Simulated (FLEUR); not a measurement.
## FePt (Tetraferroplatinum): largest sphere moment, antiferro q=(0,1/2,0) +- against volume factor, fitted and tested on a withheld row

System: FePt (Tetraferroplatinum), 1 Fe and 1 Pt in the cell, space group P4/mmm. From the study “FePt (Tetraferroplatinum): orders along a scan of the volume”.

Method: LDA (VWN); all-electron FLAPW, Dirac cores, scalar-relativistic bands (FLEUR MaX-R8.1). Settings shared by all rows: kmax 3.6 1/bohr, hist occupations, smearing width 0.05 eV. The opposed order is one of several, taken for its small cell; another can lie lower, so the scan does not name the ground state. Atoms were not relaxed at any point.

The table, with one value held back:

```tsv
volume factor	largest sphere moment, antiferro q=(0,1/2,0) +- (μB)
0.88	2.3885
0.91	2.5176
0.94	2.6293
0.97	?
1	2.8067
1.03	2.8774
1.06	2.9394
1.09	2.9942
1.12	3.0428
```

Choose a law, fit it, and give the withheld largest sphere moment, antiferro q=(0,1/2,0) +- (volume factor = 0.97).

**Law.** No simple law fixes this dependence; over a few percent of strain it is smooth while the state stays the same, so an empirical parabola in s = factor − 1 is fitted. In symbols, y = c0 + c1 s + c2 s², with largest sphere moment, antiferro q=(0,1/2,0) +- in μB.

**Fit.** Least squares on 8 rows gives c0 = 2.80575, c1 = 2.68048 and c2 = -6.22394.

```tsv
volume factor	s	computed	fit	computed − fit
0.88	-0.12	2.3885	2.39447	-0.00597
0.91	-0.09	2.5176	2.51409	0.00351
0.94	-0.06	2.6293	2.62252	0.00678
1	0	2.8067	2.80575	0.00095
1.03	0.03	2.8774	2.88056	-0.00316
1.06	0.06	2.9394	2.94417	-0.00477
1.09	0.09	2.9942	2.99658	-0.00238
1.12	0.12	3.0428	3.03778	0.00502
```

At s = 0 the slope is 0.0268 μB for each percent of the factor.

**Prediction.** At volume factor = 0.97, s = -0.03, so the law predicts 2.71973 μB. The computed value is 2.7250 μB, 0.00527 above the prediction (0.2 % of it). The row lies between fitted rows, so this is an interpolation. The miss is about equal to the rms residual of the fit, 0.00445.

[Logs and program files are shortened in this print: banners, set-up blocks, solver, clock and traceback lines can be left out without a mark of their own.]

[Logs are printed without paths, hosts, clocks, repeated set-up lines and the standing remarks that a program may print on its own settings, such as how far it seeks lower states.]

[Hosts, paths, dates, database ids (printed as entryN), source tags and the programs' standing remarks are cut or masked in the printed files.]

[Where a cell is said to come from a database of computed structures, the database is the Materials Project.]
